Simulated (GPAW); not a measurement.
Consider AsP (R3m).

```
As P
1.0
     1.84263    1.06384    3.32627
    -1.84263    1.06384    3.32627
     0.00000   -2.12769    3.32627
As P
1 1
Direct
  0.77252 0.77252 0.77252
  0.22748 0.22748 0.22748
```

Absorber: atom 1, with 3 P at 2.45 Å and 3 P at 3.00 Å (distorted octahedral, site symmetry 3m). Method: GPAW, LDA, excited-electron core hole (neutral cell), 8-atom cell with 5.4 Å between holes, 5×5×5 k points, dipole transitions, Gaussian full width 2.14 eV up to 4 eV, rising linearly to 3.5 eV at 25 eV.

Q: What does the As K edge look like?

Main maxima up to 28 eV above the zero (height): 1.6 eV (2.26), 11.0 eV (0.88) and 24.0 eV (0.77). A K edge sees empty p states on the absorber. 

The As K spectrum (energy from the lowest empty level; intensity scaled to a mean of 1 over the first 20 eV; polarised curves are means over the symmetry-equivalent atoms):

```tsv
E (eV)	isotropic	ε ⊥ c	ε ∥ c
-2.0	0.04	0.04	0.03
-1.5	0.14	0.15	0.11
-1.0	0.35	0.38	0.31
-0.5	0.72	0.75	0.67
0.0	1.20	1.22	1.17
0.5	1.69	1.68	1.70
1.0	2.07	2.06	2.08
1.5	2.25	2.30	2.14
2.0	2.22	2.36	1.95
2.5	2.03	2.22	1.65
3.0	1.77	1.94	1.42
3.5	1.51	1.61	1.31
4.0	1.31	1.31	1.31
4.5	1.18	1.10	1.33
5.0	1.08	0.97	1.30
5.5	0.95	0.86	1.13
6.0	0.79	0.74	0.88
6.5	0.64	0.64	0.64
7.0	0.54	0.57	0.48
7.5	0.50	0.55	0.41
8.0	0.51	0.56	0.42
8.5	0.55	0.60	0.47
9.0	0.62	0.66	0.54
9.5	0.71	0.75	0.64
10.0	0.80	0.83	0.74
10.5	0.86	0.88	0.81
11.0	0.88	0.90	0.84
11.5	0.87	0.89	0.83
12.0	0.85	0.87	0.81
12.5	0.82	0.84	0.78
13.0	0.81	0.82	0.78
13.5	0.80	0.80	0.79
14.0	0.80	0.79	0.80
14.5	0.80	0.79	0.81
15.0	0.81	0.80	0.82
15.5	0.82	0.81	0.82
16.0	0.83	0.83	0.83
16.5	0.83	0.83	0.82
17.0	0.82	0.83	0.79
17.5	0.79	0.80	0.75
18.0	0.76	0.78	0.71
18.5	0.73	0.75	0.68
19.0	0.71	0.74	0.66
19.5	0.71	0.73	0.67
20.0	0.71	0.72	0.68
20.5	0.71	0.72	0.70
21.0	0.72	0.72	0.72
21.5	0.73	0.72	0.74
22.0	0.74	0.73	0.76
22.5	0.75	0.73	0.77
23.0	0.76	0.74	0.79
23.5	0.76	0.75	0.79
24.0	0.77	0.75	0.80
24.5	0.76	0.75	0.79
25.0	0.75	0.74	0.78
25.5	0.74	0.72	0.77
26.0	0.72	0.70	0.76
26.5	0.70	0.68	0.75
27.0	0.69	0.67	0.74
27.5	0.69	0.66	0.74
28.0	0.69	0.66	0.76
28.5	0.71	0.67	0.79
29.0	0.74	0.69	0.83
```

The script folds with a Gaussian, whereas the core hole's own line is a Lorentzian, so the onset is too steep and the first peak too high. The unit cell's mesh shows no gap over 0.35 eV. That is right for a metallic compound; for a small-gap or correlated insulator it would be the fault of the functional or of the assumed magnetic order, and the hole would be screened too well. The holes are only 5.4 Å apart, so the shape is probably not converged with cell size; no larger cell was run here. The structure is a computed Materials Project entry and may be a hypothetical form.

[Banner, clock and machine lines of the logs are left out without a mark of their own.]

[Logs are printed without paths, hosts, clocks, repeated set-up lines and the standing remarks that a program may print on its own settings, such as how far it seeks lower states.]

[Hosts, paths, dates, database ids (printed as entryN), source tags and the programs' standing remarks are cut or masked in the printed files.]

[Lists of maxima count a maximum above −3 eV only where it reaches 4 % of the highest in the window and stands out from its surroundings by 2 % of it (1.5 % where it reaches 55 %); shoulders and weaker maxima are passed over, and of the rest the first, up to two pre-edge ones and the few strongest are named.]
